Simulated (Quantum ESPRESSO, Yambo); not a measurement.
An input for Yambo 5.3.0 (LuBi2O4Cl (P4/mmm)):

```
HF_and_locXC
gw0
dyson
ppa
em1d
rim_cut
RandQpts= 1000000
RandGvec= 1 RL
EXXRLvcs= 92 Ry
VXCRLvcs= 368 Ry
Chimod= "HARTREE"
% BndsRnXp
 1 | 241 |
%
NGsBlkXp= 11 Ry
% LongDrXp
 1 | 1 | 1 |
%
% GbndRnge
 1 | 241 |
%
DysSolver= "n"
ExtendOut
PPAPntXp= 27.21138 eV
% QPkrange
 1 | 6 | 35 | 53 |
%
```

```sh
OMP_NUM_THREADS=1 mpirun -n 8 yambo -F gw1.in -J gw1 -C gw1 > gw1.log
```

The stored states that it reads are on a 4×4×1 mesh. It takes space group P4/mmm (No. 123, tetragonal). The conventional cell has a = 3.823 Å, b = 3.823 Å, c = 8.856 Å, α = 90.00°, β = 90.00°, γ = 90.00°. Lu has 8 O at 2.34 Å nearest. Bi has 4 O at 2.23 Å nearest. Cl has 8 Bi at 3.33 Å nearest. Nearest to O lie 2 Bi at 2.23 Å and 2 Lu at 2.34 Å. Farther neighbours and most contacts between anions are not listed.

Question: Estimate wall time and host memory on 8 MPI ranks of Arm Neoverse V2, shared host.

It took 12 min; on shared hardware allow 6 min to 24 min. Peak host memory was 8.4 GiB.

The screening grows as filled bands × empty bands × pairs of k points, times the square of the screening basis for the matrix.

[Paths, hosts, dates, memory and timing lines, banners, echoed tables and standing remarks are left out of the program output.]

[Logs are printed without paths, hosts, clocks, repeated set-up lines and the standing remarks that a program may print on its own settings, such as how far it seeks lower states.]

[Runs of the session that timed out or met a known fault of the program may be left out.]

[Hosts, paths, dates, database ids (printed as entryN), source tags and the programs' standing remarks are cut or masked in the printed files.]
